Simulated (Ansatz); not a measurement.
The crystal is SnSe2/SnSSe (van der Waals superlattice) (P3m1).

The structure was built from a prototype and need not be the compound's stable phase.

```yaml
crystal:
  lattice:
    - [3.73003, 0.00000, 0.00000]
    - [-1.86501, 3.23030, 0.00000]
    - [0.00000, 0.00000, 12.42812]
  atoms:
    - { symbol: Sn, position: [0.00000, 0.00000, 0.23767] }
    - { symbol: Se, position: [0.33333, 0.66667, 0.36698] }
    - { symbol: Se, position: [0.66667, 0.33333, 0.10892] }
    - { symbol: Sn, position: [0.66667, 0.33333, 0.77261] }
    - { symbol: S, position: [0.00000, 0.00000, 0.88914] }
    - { symbol: Se, position: [0.33333, 0.66667, 0.64402] }
```

The structure was relaxed with PBEsol-D3(BJ). The runs that relaxed it are not among those shown.

Gaps computed with Ansatz 0.2.0 without a self-energy: PBEsol 0.25 eV, PBEsol+SOC 0.19 eV and HSE06 0.90 eV.

What gap should G0W0 on PBEsol give (6×6×2 mesh, 624 empty bands, screening to 150 eV, PAW set soft_1 files)?

About 0.79 eV: on its mesh the run moves the gap from 0.26 eV by +0.54 eV, and the mesh misses the edges by 0.02 eV. Among the scalar-relativistic levels given, HSE06 is nearest (+0.11 eV). Spin-orbit coupling is not in that value; its −0.06 eV at the PBEsol level would bring it to about 0.73 eV. Bands and cutoff are finite, so the gap is not at the basis limit. The miss can reach some tenths of an eV and take either sign; the mesh is an error of its own. The 6×6×2 mesh is coarse for this cell (its supercell is 22 Å along the shortest edge). The RPA ε∞ on it, from the PBEsol start, is 7.55 and 11.96; such meshes misread the long-range screening, most where the gap is narrow. The many-body steps are scalar-relativistic: spin-orbit coupling is not in them.

[Paths, hosts, dates, memory and timing lines, banners, echoed tables and standing remarks are left out of the program output.]

[Logs are printed without paths, hosts, clocks, repeated set-up lines and the standing remarks that a program may print on its own settings, such as how far it seeks lower states.]

[Runs of the session that timed out or met a known fault of the program may be left out.]

[Cells called generated may have been cut or substituted from an entry of the Crystallography Open Database or the Materials Project.]

[Hosts, paths, dates, database ids (printed as entryN), source tags and the programs' standing remarks are cut or masked in the printed files.]
